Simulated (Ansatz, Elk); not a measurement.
## Bonding as seen by X-rays: Mg4AlTlCd2

Structure refinements treat a crystal as free atoms side by side. For a made-up structure of Mg4AlTlCd2 (cell and positions from a PBEsol relaxation) the runs below show what the calculated density changes in F(hkl).

Main program and level: Elk 11.2.3 (patched build); DFT, PBE, all-electron APW+lo, Dirac cores, scalar-relativistic bands, static density, no spin.

The structure was built from a prototype and need not be the compound's stable phase.

### 1. The starting structure

Symmetry: Amm2, No. 38, orthorhombic system. Conventional cell: a = 4.926 Å, b = 6.084 Å, c = 11.560 Å, α = 90.00°, β = 90.00°, γ = 90.00°. Nearest to Tl lie 6 Mg at 3.04 to 3.07 Å and 2 Al at 3.19 Å and 4 Cd at 3.26 to 3.28 Å. Nearest to Cd lie 2 Cd at 3.01 to 3.07 Å and 2 Al at 3.01 Å and 6 Mg at 3.06 to 3.29 Å and 2 Tl at 3.26 to 3.28 Å. Al has 4 Cd at 3.01 Å and 4 Mg at 3.04 to 3.13 Å and 2 Tl at 3.19 Å nearest. Nearest to Mg lie 2 Al at 3.04 Å and 4 Cd at 3.06 Å and 6 Mg at 3.10 to 3.30 Å. Mg has 6 Mg at 3.02 to 3.30 Å and 2 Tl at 3.07 Å and 2 Cd at 3.10 Å and 1 Al at 3.13 Å nearest. Nearest to Mg lie 2 Tl at 3.04 Å and 6 Mg at 3.07 to 3.10 Å and 4 Cd at 3.24 to 3.29 Å. Farther neighbours are not listed.

### 2. Ground state and structure factors

An all-electron density is needed, since X-rays see the cores too. Task 0 finds the density and task 195 Fourier-transforms it; tshift is off so that phases refer to the origin typed.

Contents of elk.in:

```
tasks
  0
  195

xctype
  20

spinpol
  .false.

rgkmax
  7.0

gmaxvr
  14.0

lmaxo
  7

lmaxapw
  8

swidth
  0.002

tshift
  .false.

ramdisk
  .false.

hmaxvr
  5.5

maxscl
  120

epspot
  1e-06

sppath
  './'

avec
  9.30873559722 0.00000000000 -0.00000000000
  -0.00000000000 5.74871269290 10.92222429285
  -0.00000000000 -5.74871269290 10.92222429285

atoms
  4
  'Tl.in'
  1
  0.0000000000 0.8355853753 0.8355853753   0.000000 0.000000 0.000000
  'Cd.in'
  2
  -0.0000000000 0.3384302795 0.8331547817   0.000000 0.000000 0.000000
  -0.0000000000 0.8331547817 0.3384302795   0.000000 0.000000 0.000000
  'Al.in'
  1
  0.5000000000 0.6606402065 0.6606402065   0.000000 0.000000 0.000000
  'Mg.in'
  4
  0.5000000000 0.1693106303 0.1693106303   0.000000 0.000000 0.000000
  0.5000000000 0.1747025487 0.6716198786   0.000000 0.000000 0.000000
  0.5000000000 0.6716198786 0.1747025487   0.000000 0.000000 0.000000
  -0.0000000000 0.3325562995 0.3325562995   0.000000 0.000000 0.000000

ngridk
  5 4 4
```

Command:

```console
$ OMP_NUM_THREADS=4 elk
```

Numbers of over 12 decimals in the logs are rounded to 6 here.

Output:

```text
┌─────────────────────────┐
│ Elk code version 11.2.3 │
└─────────────────────────┘

All units are atomic (Hartree, Bohr, etc.)

┌─────────────────────────────────────────────────┐
│ Ground-state run starting from atomic densities │
└─────────────────────────────────────────────────┘

Lattice vectors :
   9.308735597       0.000000000      -0.000000000
  -0.000000000       5.748712693       10.92222429
  -0.000000000      -5.748712693       10.92222429

Reciprocal lattice vectors :
  0.6749773094       0.000000000       0.000000000
   0.000000000      0.5464862868      0.2876330470
   0.000000000     -0.5464862868      0.2876330470

Unit cell volume      :    1168.967361
Brillouin zone volume :   0.2121960130

Muffin-tin inner radius fraction :   0.1000000000E-01

Nuclei treated as point charges

Species : 1 (Tl)
 parameters loaded from : Tl.in
 name : thallium
 nuclear charge    :   -81.00000000
 electronic charge :    81.00000000
 atomic mass :    372567.9643
 muffin-tin radius :    2.800000000
 number of radial points in muffin-tin :   1393
 inner part over the whole radius :   0.9893942913E-02
 number on inner part of muffin-tin    :   1000
 approximate nuclear radius :   0.1043008296E-03
 number of mesh points to nuclear radius :    525
 atomic positions (lattice), magnetic fields (Cartesian) :
  1 :   0.00000000  0.83558538  0.83558538    0.00000000  0.00000000  0.00000000

Species : 2 (Cd)
 parameters loaded from : Cd.in
 name : cadmium
 nuclear charge    :   -48.00000000
 electronic charge :    48.00000000
 atomic mass :    204912.7176
 muffin-tin radius :    2.600000000
 number of radial points in muffin-tin :   1193
 inner part over the whole radius :   0.9972693929E-02
 number on inner part of muffin-tin    :    850
 approximate nuclear radius :   0.8708852602E-04
 number of mesh points to nuclear radius :    426
 atomic positions (lattice), magnetic fields (Cartesian) :
  1 :   0.00000000  0.33843028  0.83315478    0.00000000  0.00000000  0.00000000
  2 :   0.00000000  0.83315478  0.33843028    0.00000000  0.00000000  0.00000000

Species : 3 (Al)
 parameters loaded from : Al.in
 name : aluminium
 nuclear charge    :   -13.00000000
 electronic charge :    13.00000000
 atomic mass :    49184.33496
 muffin-tin radius :    2.200000000
 number of radial points in muffin-tin :    793
 inner part over the whole radius :   0.9821194981E-02
 number on inner part of muffin-tin    :    552
 approximate nuclear radius :   0.5839653600E-04
 number of mesh points to nuclear radius :    244
 atomic positions (lattice), magnetic fields (Cartesian) :
  1 :   0.50000000  0.66064021  0.66064021    0.00000000  0.00000000  0.00000000

Species : 4 (Mg)
 parameters loaded from : Mg.in
 name : magnesium
 nuclear charge    :   -12.00000000
 electronic charge :    12.00000000
 atomic mass :    44305.30466
 muffin-tin radius :    2.200000000
 number of radial points in muffin-tin :    793
 inner part over the whole radius :   0.9941530515E-02
 number on inner part of muffin-tin    :    552
 approximate nuclear radius :   0.5710277704E-04
 number of mesh points to nuclear radius :    241
 atomic positions (lattice), magnetic fields (Cartesian) :
  1 :   0.50000000  0.16931063  0.16931063    0.00000000  0.00000000  0.00000000
  2 :   0.50000000  0.17470255  0.67161988    0.00000000  0.00000000  0.00000000
  3 :   0.50000000  0.67161988  0.17470255    0.00000000  0.00000000  0.00000000
  4 :   0.00000000  0.33255630  0.33255630    0.00000000  0.00000000  0.00000000

Total number of atoms per unit cell :    8
Total muffin-tin volume :    462.2078664
 ratio of muffin-tin to unit cell volume :   0.3953984359

Spin treatment :
 spin-unpolarised

Number of Bravais lattice symmetries :    8
Number of crystal symmetries         :    4
Crystal has no inversion symmetry
Complex Hermitian eigensolver will be used

k-point grid :      5     4     4
k-point offset :    0.000000000       0.000000000       0.000000000
[...]
(states/Hartree/unit cell)

Estimated indirect band gap :   0.1693731459E-02
 from k-point 22 to k-point 11
Estimated direct band gap   :   0.6779808757E-02
 at k-point 22

Charges :
 core                        :    134.0000000
 valence                     :    104.0000000
 interstitial                :    12.12030144
 muffin-tins (core leakage)
  species : 1 (Tl)
[...]
species : 2 (Cd)
[...]
species : 3 (Al)
[...]
species : 4 (Mg)
[...]
total in muffin-tins        :    225.8796986
 total calculated charge     :    237.9989413
 total charge                :    238.0000000
 error                       :   0.1058696871E-02

RMS change in Kohn-Sham potential (target) :   0.5404954752     (  0.1000000000E-05)
Absolute change in total energy (target)   :    1.509967363     (  0.1000000000E-03)

[... loops 3 to 14 left out ...]

┌──────────────────┐
│ Loop number : 15 │
└──────────────────┘

Energies :
 Fermi                       :     0.195649
 sum of occupied eigenvalues :     -19803.000416220
 electron kinetic            :      36295.084418408
 core electron kinetic       :      35369.109904154
 Coulomb                     :     -68043.884463629
 Coulomb potential           :     -55085.347735259
 nuclear-nuclear             :     -2505.6630126034
 electron-nuclear            :     -76037.003825931
 Hartree                     :      10498.782374906
 Madelung                    :     -40501.210596000
 xc potential                :     -1012.7370993688
 exchange                    :     -763.48252313780
 correlation                 :     -12.469680025843
 electron entropic           :    -0.12210187120882E-02
 total energy                :     -32524.753469404

Density of states at Fermi energy :    92.55519244
 (states/Hartree/unit cell)

Estimated indirect band gap :   0.1528969283E-02
 from k-point 5 to k-point 22
Estimated direct band gap   :   0.1370657548E-01
 at k-point 3

Charges :
 core                        :    134.0000000
 valence                     :    104.0000000
 interstitial                :    11.84298729
 muffin-tins (core leakage)
  species : 1 (Tl)
[...]
species : 2 (Cd)
[...]
species : 3 (Al)
[...]
species : 4 (Mg)
[...]
total in muffin-tins        :    226.1570127
 total calculated charge     :    237.9989796
 total charge                :    238.0000000
 error                       :   0.1020429061E-02

RMS change in Kohn-Sham potential (target) :   0.7321576343E-07 (  0.1000000000E-05)
Absolute change in total energy (target)   :   0.7705770986E-04 (  0.1000000000E-03)

Convergence targets achieved

┌──────────────────┐
│ Loop number : 16 │
└──────────────────┘

Energies :
 Fermi                       :     0.195649
 sum of occupied eigenvalues :     -19803.000414108
 electron kinetic            :      36295.084420489
 core electron kinetic       :      35369.109904818
 Coulomb                     :     -68043.884463391
 Coulomb potential           :     -55085.347735452
 nuclear-nuclear             :     -2505.6630126034
 electron-nuclear            :     -76037.003825267
 Hartree                     :      10498.782374480
 Madelung                    :     -40501.210595665
 xc potential                :     -1012.7370991441
 exchange                    :     -763.48252313984
 correlation                 :     -12.469680023000
 electron entropic           :    -0.12210186273741E-02
 total energy                :     -32524.753467084

Density of states at Fermi energy :    92.55518404
 (states/Hartree/unit cell)

Estimated indirect band gap :   0.1528970421E-02
 from k-point 5 to k-point 22
Estimated direct band gap   :   0.1370657728E-01
 at k-point 3

Charges :
 core                        :    134.0000000
 valence                     :    104.0000000
 interstitial                :    11.84298723
 muffin-tins (core leakage)
  species : 1 (Tl)
[...]
species : 2 (Cd)
[...]
species : 3 (Al)
[...]
species : 4 (Mg)
[...]
atom 2                    :    10.47639407     ( -0.9828258607E-07)
   atom 3                    :    10.47639407     ( -0.9828258607E-07)
   atom 4                    :    10.47916172     ( -0.9828258740E-07)
 total in muffin-tins        :    226.1570128
 total calculated charge     :    237.9989796
 total charge                :    238.0000000
 error                       :   0.1020429044E-02

┌──────────────────────────────┐
│ Self-consistent loop stopped │
└──────────────────────────────┘

Warning : core states of species 2 leak from the muffin-tin :   0.2409166212E-03

Warning : core states of species 3 leak from the muffin-tin :   0.4601798477E-03

Wrote STATE.OUT
```

Wall time 1.8 min (4 threads of Arm Neoverse V2, shared host); peak memory 0.36 GiB.

SFACRHO.OUT:

```text

h k l indices transformed by vhmat matrix:
   1.000000000       0.000000000       0.000000000    
   0.000000000       1.000000000       0.000000000    
   0.000000000       0.000000000       1.000000000    

      h      k      l  multipl.   |H|            Re(F)            Im(F)           |F|

      0      0      0      1   0.0000000       238.00000     -0.28436256E-16   238.00000    
      0     -1     -1      1  0.57526609       2.1486476      -4.4375178       4.9303398    
      0      1      1      1  0.57526609       2.1486476       4.4375178       4.9303398    
      0      0      1      2  0.61755974       31.859814      -58.201850       66.351361    
      0      0     -1      2  0.61755974       31.859814       58.201850       66.351361    
      1      0      0      2  0.67497731       133.82660      0.44289809E-14   133.82660    
     -1     -1     -1      2  0.88686270      -1.1251013     -0.12621944       1.1321592    
      1      1      1      2  0.88686270      -1.1251013      0.12621944       1.1321592    
     -1     -1      0      4  0.91486305       32.834563       55.538914       64.518830    
     -1      0      1      4  0.91486305       32.834563      -55.538914       64.518830    
      0     -2     -1      2   1.0213923      -62.512210       6.0165465       62.801077    
      0      1      2      2   1.0213923      -62.512210      -6.0165465       62.801077    
      0      1     -1      2   1.0929726     -0.45619084     -0.25578435E-13  0.45619084    
      0     -2     -2      1   1.1505322      -104.50627      -102.17538       146.15528    
      0      2      2      1   1.1505322      -104.50627       102.17538       146.15528    
      1      1      2      4   1.2242698      -61.485605      -3.0840930       61.562905    
     -1     -1     -2      4   1.2242698      -61.485605       3.0840930       61.562905    
      0      0     -2      2   1.2351195      -94.066721       108.51906       143.61384
```

Elk indexes on the primitive cell of elk.in and gives |H| = 4π sin θ/λ in inverse bohr. Below, one row stands for each form hkl of the conventional cell (m members, Friedel mates merged), F is for one primitive cell and the density is static (no thermal factor). Free-atom factors are Waasmaier and Kirfel's, and R is Σm||F|−|F'||/Σm|F|.

```csv
hkl,m,sin θ/λ (Å⁻¹),"abs F, DFT",neutral atoms,diff.,abs of complex diff.
002,2,0.086,4.930,4.917,+0.013,0.047
011,4,0.093,66.351,66.371,-0.020,0.072
100,2,0.102,133.827,134.024,-0.197,0.197
102,4,0.133,1.132,1.165,-0.033,0.133
111,8,0.138,64.519,64.540,-0.021,0.095
013,4,0.154,62.801,62.870,-0.069,0.069
020,2,0.164,0.456,0.563,-0.107,0.107
004,2,0.173,146.155,146.276,-0.121,0.135
113,8,0.184,61.563,61.508,+0.055,0.055
022,4,0.186,143.614,143.885,-0.271,0.334
120,4,0.193,0.821,0.847,-0.026,0.026
104,4,0.201,174.822,175.528,-0.706,0.714
200,2,0.203,189.137,189.986,-0.849,0.849
122,8,0.212,171.995,172.791,-0.796,0.808
202,4,0.221,1.404,1.534,-0.130,0.131
211,8,0.223,58.087,58.189,-0.102,0.102
015,4,0.231,60.149,60.267,-0.118,0.120
024,4,0.239,3.689,3.605,+0.084,0.103
031,4,0.250,56.880,56.999,-0.118,0.127
115,8,0.253,54.398,54.444,-0.046,0.052
213,8,0.255,56.174,56.235,-0.061,0.064
124,8,0.259,3.274,3.339,-0.065,0.075
```

### 3. The highest occupied states alone

An energy window below the Fermi level keeps the highest occupied states, to see at which angles they scatter; shallow core shells can lie inside it and anion s states outside. No new self-consistency is needed.

Edit elk.in of step 2 so:

```diff
@@ -1,3 +1,2 @@
 tasks
-  0
   195
@@ -40,2 +39,5 @@
 
+wsfac
+  -0.355590 0.495650
+
 sppath
```

Command:

```console
$ OMP_NUM_THREADS=4 elk
```

Output:

```text
┌─────────────────────────────────┐
│ Elk code version 11.2.3 started │
└─────────────────────────────────┘

Info(readinput): the functional depends on the density's gradient
 muffin-tin radial points multiplied by    2.00000
 (not where nrmtscf is given)

┌────────────────────┐
│ Current task : 195 │
└────────────────────┘

Info(sfacrho): density structure factors written to SFACRHO.OUT

 Energy window :  -0.3555900000      0.4956500000

┌──────────────────┐
│ Elk code stopped │
└──────────────────┘
```

It took 29 s on 4 threads; peak memory 0.24 GiB; 35 s of CPU time.

States within 15 eV below the Fermi level hold 48.00 electrons; any levels below the window count with the cores. Their amplitudes can exceed the total, where window and core parts have opposite phase:

```csv
hkl,sin θ/λ (Å⁻¹),"abs F, window","abs F, all"
002,0.086,9.176,4.930
011,0.093,9.690,66.351
100,0.102,25.652,133.827
102,0.133,7.287,1.132
111,0.138,7.572,64.519
013,0.154,6.718,62.801
020,0.164,6.634,0.456
004,0.173,19.659,146.155
113,0.184,6.209,61.563
022,0.186,18.067,143.614
```

### 4. Another functional

The difference from free atoms is small, so it is set against the change that LDA (Perdew-Wang) makes.

Edit elk.in of step 3 so:

```diff
@@ -1,2 +1,3 @@
 tasks
+  0
   195
@@ -4,3 +5,3 @@
 xctype
-  20
+  3
 
@@ -39,5 +40,2 @@
 
-wsfac
-  -0.355590 0.495650
-
 sppath
```

Command:

```console
$ OMP_NUM_THREADS=4 elk
```

Output:

```text
┌─────────────────────────┐
│ Elk code version 11.2.3 │
└─────────────────────────┘

All units are atomic (Hartree, Bohr, etc.)

┌─────────────────────────────────────────────────┐
│ Ground-state run starting from atomic densities │
└─────────────────────────────────────────────────┘

Lattice vectors :
   9.308735597       0.000000000      -0.000000000
  -0.000000000       5.748712693       10.92222429
  -0.000000000      -5.748712693       10.92222429

Reciprocal lattice vectors :
  0.6749773094       0.000000000       0.000000000
[...]
species : 4 (Mg)
[...]
atom 3                    :    10.48766517     ( -0.1573064653E-05)
   atom 4                    :    10.48922124     ( -0.1573064651E-05)
 total in muffin-tins        :    226.2786186
 total calculated charge     :    237.9989664
 total charge                :    238.0000000
 error                       :   0.1033597467E-02

┌──────────────────────────────┐
│ Self-consistent loop stopped │
└──────────────────────────────┘

Warning : core states of species 2 leak from the muffin-tin :   0.2417806534E-03

Warning : core states of species 3 leak from the muffin-tin :   0.4868143886E-03

Wrote STATE.OUT
[key lines of the parts left out:]
total energy                :     -32499.554244561
```

The job ended after 73 s (4 threads; peak memory 0.27 GiB; 3.9 min of CPU time).

Against the first run R = 0.03 %; the largest change is -0.120 at 040.

### 5. A coarser k-mesh

About half the k-points along each axis test the sampling.

Edit elk.in of step 4 so:

```diff
@@ -5,3 +5,3 @@
 xctype
-  3
+  20
 
@@ -68,2 +68,2 @@
 ngridk
-  5 4 4
+  2 2 2
```

Command:

```console
$ OMP_NUM_THREADS=4 elk
```

Output:

```text
┌─────────────────────────┐
│ Elk code version 11.2.3 │
└─────────────────────────┘

All units are atomic (Hartree, Bohr, etc.)

┌─────────────────────────────────────────────────┐
│ Ground-state run starting from atomic densities │
└─────────────────────────────────────────────────┘

Lattice vectors :
   9.308735597       0.000000000      -0.000000000
  -0.000000000       5.748712693       10.92222429
  -0.000000000      -5.748712693       10.92222429

Reciprocal lattice vectors :
  0.6749773094       0.000000000       0.000000000
[...]
species : 4 (Mg)
[...]
atom 3                    :    10.47777306     ( -0.9828258518E-07)
   atom 4                    :    10.49086879     ( -0.9828258785E-07)
 total in muffin-tins        :    226.1780553
 total calculated charge     :    237.9989405
 total charge                :    238.0000000
 error                       :   0.1059472543E-02

┌──────────────────────────────┐
│ Self-consistent loop stopped │
└──────────────────────────────┘

Warning : core states of species 2 leak from the muffin-tin :   0.2411104680E-03

Warning : core states of species 3 leak from the muffin-tin :   0.4614200636E-03

Wrote STATE.OUT
[key lines of the parts left out:]
total energy                :     -32524.753563812
```

The job ended after 51 s (4 threads; peak memory 0.35 GiB).

Against the first run R = 0.01 %; the largest change is -0.081 at 020.

### 6. Settings against the effect

```csv
run,R against the first run (%),"R against neutral atoms, low angle (%)",wall time
"PBE, rgkmax 7",0.00,0.23,1.8 min
LDA (Perdew-Wang),0.03,0.25,73 s
k-mesh 2×2×2,0.01,0.23,51 s
```

### 7. Results

| Item | Value |
| --- | --- |
| R against neutral atoms, sin θ/λ < 0.3 Å⁻¹ | 0.23 % |
| R against neutral atoms, 0.3 to 0.53 Å⁻¹ | 0.08 % |

Independent neutral atoms miss the calculated amplitudes by R = 0.23 % below 0.3 Å⁻¹ and 0.08 % from there to 0.53 Å⁻¹; by shells, 0.08 % below 0.15 Å⁻¹ (5 forms), 0.25 % 0.15 to 0.3 (25 forms), 0.06 % 0.3 to 0.45 (66 forms), 0.10 % above 0.45 (53 forms). Bonding, aspherical density and the tables' own atoms all enter these figures, and the runs don't part them. The largest change of an amplitude is -0.85 electrons, at 200. R counts amplitudes alone; phases shift too. Weak lines can change much in proportion: 020 goes from 0.56 to 0.46. The window's part falls from 48.0 electrons at the origin to at most 1.13 between 0.45 and 0.53 Å⁻¹, where compact states inside the window still scatter. The window holds more than the 38 outer electrons of the free atoms, so shallow core shells lie inside it. Below 0.3 Å⁻¹ the changes that finished (LDA (Perdew-Wang) and k-mesh 2×2×2) move F by R = 0.03 % at most, against the 0.23 % that separates it from free atoms. The basis has no finished test. Spin-orbit coupling is left out, which can matter for elements this heavy. Part of the difference isn't bonding: the tables are fits to free atoms and ions calculated by other methods than this functional. Thermal motion, anomalous dispersion and extinction are left out.

[Logs are printed without paths, hosts, clocks, repeated set-up lines and the standing remarks that a program may print on its own settings, such as how far it seeks lower states.]

[Hosts, paths, dates, database ids (printed as entryN), source tags and the programs' standing remarks are cut or masked in the printed files.]
